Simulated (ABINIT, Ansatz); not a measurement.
# BaNaH6Ir (F-43m): changed settings of a GW run in ABINIT, part 2 of 2

What do changed inputs do to GW on BaNaH6Ir (F-43m)?

ABINIT 10.8.3; LDA and many-body steps on it, plane waves. Known limits of the many-body steps: not at the basis limit; no spin polarisation; d states lean on the start; no spin-orbit coupling; coarse k mesh.

So far. Step 2 (Screening, 2×2×2 mesh, 100 bands, screening to 114.3 eV): Local fields lower ε∞ by 18 %. On a Γ-centred mesh this coarse the value itself is usually too large, while a short band sum pulls it down. Step 3 (Base): The gap on the mesh goes from 2.99 eV to 4.16 eV, a correction of +1.17 eV.

## Step 5: Unknown plasmon-pole model

Level of this step: G0W0 on LDA, plane waves, norm-conserving pseudopotentials (ABINIT).

Contents of run.abi:

```
acell 3*1.0 Angstrom
rprim 
  -0.000000000000 3.922549000000 3.922549000000
  3.922549000000 -0.000000000000 3.922549000000
  3.922549000000 3.922549000000 -0.000000000000
ntypat 4
znucl 11 56 1 77
natom 9
typat 1 2 3 3 3 3 3 3 4
xred 
  0.250000000000 0.250000000000 0.250000000000
  0.750000000000 0.750000000000 0.750000000000
  0.784973000000 0.215027000000 0.215027000000
  0.215027000000 0.784973000000 0.215027000000
  0.784973000000 0.784973000000 0.215027000000
  0.215027000000 0.784973000000 0.784973000000
  0.784973000000 0.215027000000 0.784973000000
  0.215027000000 0.215027000000 0.784973000000
  0.000000000000 0.000000000000 0.000000000000
pp_dirpath "pseudos"
pseudos "Na.upf, Ba.upf, H.upf, Ir.upf"
ecut 38
ngkpt 2 2 2
nshiftk 1
shiftk 0 0 0
kptopt 1
chksymbreak 0
istwfk *1
occopt 1
irdwfk 1
optdriver 4
nband 100
gwcalctyp 0
ecutsigx 38
symsigma 1
nkptgw 2
kptgw 
  0.0000000000 0.0000000000 0.0000000000
  0.5000000000 0.5000000000 0.0000000000
bdgw 
  19 24
  20 23
ecuteps 4.2
irdscr 1
ppmodel 7
indata_prefix "in"
outdata_prefix "out"
tmpdata_prefix "tmp"
```

Started as:

```console
$ OMP_NUM_THREADS=1 mpirun -n 4 abinit run.abi > log
```

The program printed:

```text
.Version 10.8.3 of ABINIT. v10.8.2 released Aug 2026.

 Symmetries : space group F-4 3 m (#216); Bravais cF (face-center cubic)
================================================================================
 Values of the parameters that define the memory need of the present run
     intxc =       0    ionmov =       0      iscf =       7    lmnmax =       8
     lnmax =       8     mgfft =      60  mpssoang =       4    mqgrid =    3001
     natom =       9  nloc_mem =       1    nspden =       1   nspinor =       1
    nsppol =       1      nsym =      24    n1xccc =    2501    ntypat =       4
    occopt =       1   xclevel =       1
-    mband =         100        mffmem =           1         mkmem =           1
       mpw =        9185          nfft =      216000          nkpt =           3
================================================================================
  Rough estimation (10% accuracy) of disk space for files :
================================================================================

--------------------------------------------------------------------------------
------------- Echo of variables that govern the present computation ------------
--------------------------------------------------------------------------------
 -outvars: echo values of preprocessed input variables --------
            acell      1.8897261259E+00  1.8897261259E+00  1.8897261259E+00 Bohr

             bdgw          19      24      20      23
      chksymbreak           0
             ecut      3.80000000E+01 Hartree
          ecuteps      4.20000000E+00 Hartree
         ecutsigx      3.80000000E+01 Hartree
          ecutwfn      3.80000000E+01 Hartree
-          fftalg         312
           irdscr           1
           irdwfk           1

[...]
--- l  ekb(1:nproj) -->
[...]
1   -0.275071
 pspatm: atomic psp has been read  and splines computed

- Ir Generated using ONCVPSP code by D. R. Hamann
- 77.00000  17.00000  180309                  znucl, zion, pspdat
12 -1012 3 -1 1296                            pspcod,pspxc,lmax,lloc,mmax
     nproj     2     2     2     2
  pspatm : epsatm=   27.56253566
         --- l  ekb(1:nproj) -->
[...]
2    1.961071    0.141753
             3    1.265569    0.390808
 pspatm: atomic psp has been read  and splines computed

   2.73060070E+03                                ecore*ucvol(ha*bohr**3)
--------------------------------------------------------------------------------

 ==== K-mesh for the wavefunctions ====
 Number of points in the irreducible wedge :     3
 Reduced coordinates and weights :

     1)     0.00000000E+00  0.00000000E+00  0.00000000E+00       0.12500
     2)     5.00000000E-01  0.00000000E+00  0.00000000E+00       0.50000
     3)     5.00000000E-01  5.00000000E-01  0.00000000E+00       0.37500

 Together with 24 symmetry operations and time-reversal symmetry
 yields     8 points in the full Brillouin Zone.

 ==== Q-mesh for screening function ====
 Number of points in the irreducible wedge :     3
 Reduced coordinates and weights :

     1)     0.00000000E+00  0.00000000E+00  0.00000000E+00       0.12500
     2)     5.00000000E-01  0.00000000E+00  0.00000000E+00       0.50000
     3)     5.00000000E-01  5.00000000E-01  0.00000000E+00       0.37500

 Together with 24 symmetry operations and time-reversal symmetry
 yields     8 points in the full Brillouin Zone.

 vcoul_init : cutoff-mode = AUXILIARY_FUNCTION
 q-points for optical limit:   1
     1)      0.000010    0.000020    0.000030
 setmesh: FFT mesh size selected  =    60x   60x   60
          total number of points  =       216000

 Number of electrons calculated from density =   42.0000; Expected =   42.0000
 average of density, n =  0.051561
 r_s =    1.6667
 omega_plasma =   21.9035 [eV]

--- !BUG
message: |
    Wrong ppm%model: 7

--- !BUG
message: |
    Wrong ppm%model: 7

--- from the log ---
Wrong ppm%model: 7
```

The job ended after 4.1 s (4 MPI ranks of Arm Neoverse V1, shared host; peak memory 0.22 GiB).

The run stopped with an error after 4.1 s.

The program's words: Wrong ppm%model: 7

The fault put into this input: unknown plasmon-pole model.

## Step 6: The runs together

Times are wall times on 4 MPI ranks of Arm Neoverse V1, shared host, good to a factor of about two. A run's time includes the screening step that it read.

```
          run   mesh  bands  screening cutoff (eV)  DFT gap (eV)  gap on the mesh (eV)  direct (eV)  ε∞ used  time
         base  2×2×2    100                  114.3         2.990                 4.164        4.219     4.10  27 s
scissors in G  2×2×2    100                  114.3         2.990                 4.277        4.332     4.10  27 s
```

## Step 7: What came out

```yaml
base: 4.164 eV
scissors_in_g: 4.277 eV
known_limits: not at the basis limit; no spin polarisation; d states lean on the start; no spin-orbit coupling; coarse k mesh
```

Scissors in G: +0.113 eV against base (keys changed: mbpt_sciss). Bands and cutoff are finite, so the gap is not at the basis limit. The miss can reach some tenths of an eV and take either sign; the mesh is an error of its own. In the first G0W0 run levels were corrected at 2 k points alone, so a gap called «on the mesh» is the least over those, and an edge elsewhere would be missed. The 2×2×2 mesh is coarse for this cell, which bears on the long-range parts of exchange and screening. The runs have no spin polarisation. For a closed low-spin shell that is the natural state; where a d or f shell is open it is a constraint, and the gap is then not the crystal's own. With d states at the gap, one-shot GW leans hard on its start. The many-body steps are scalar-relativistic: spin-orbit coupling is not in them.

[Paths, hosts, dates, memory and timing lines, banners, echoed tables and standing remarks are left out of the program output.]

[Logs are printed without paths, hosts, clocks, repeated set-up lines and the standing remarks that a program may print on its own settings, such as how far it seeks lower states.]

[Runs of the session that timed out or met a known fault of the program may be left out.]

[No measured gap is set beside runs whose start may be inverted or whose files or cutoffs have a known fault.]

[Hosts, paths, dates, database ids (printed as entryN), source tags and the programs' standing remarks are cut or masked in the printed files.]

[G0W0 gaps are taken among the corrected bands and points alone; a level outside them can change the order at an edge.]

[Where Ansatz stands beside ABINIT at settings called matched, ABINIT's density can come from a denser mesh and the files from another edition; pairs whose starting gaps differed by over 0.03 eV were left out, so agreement reads better than it is.]
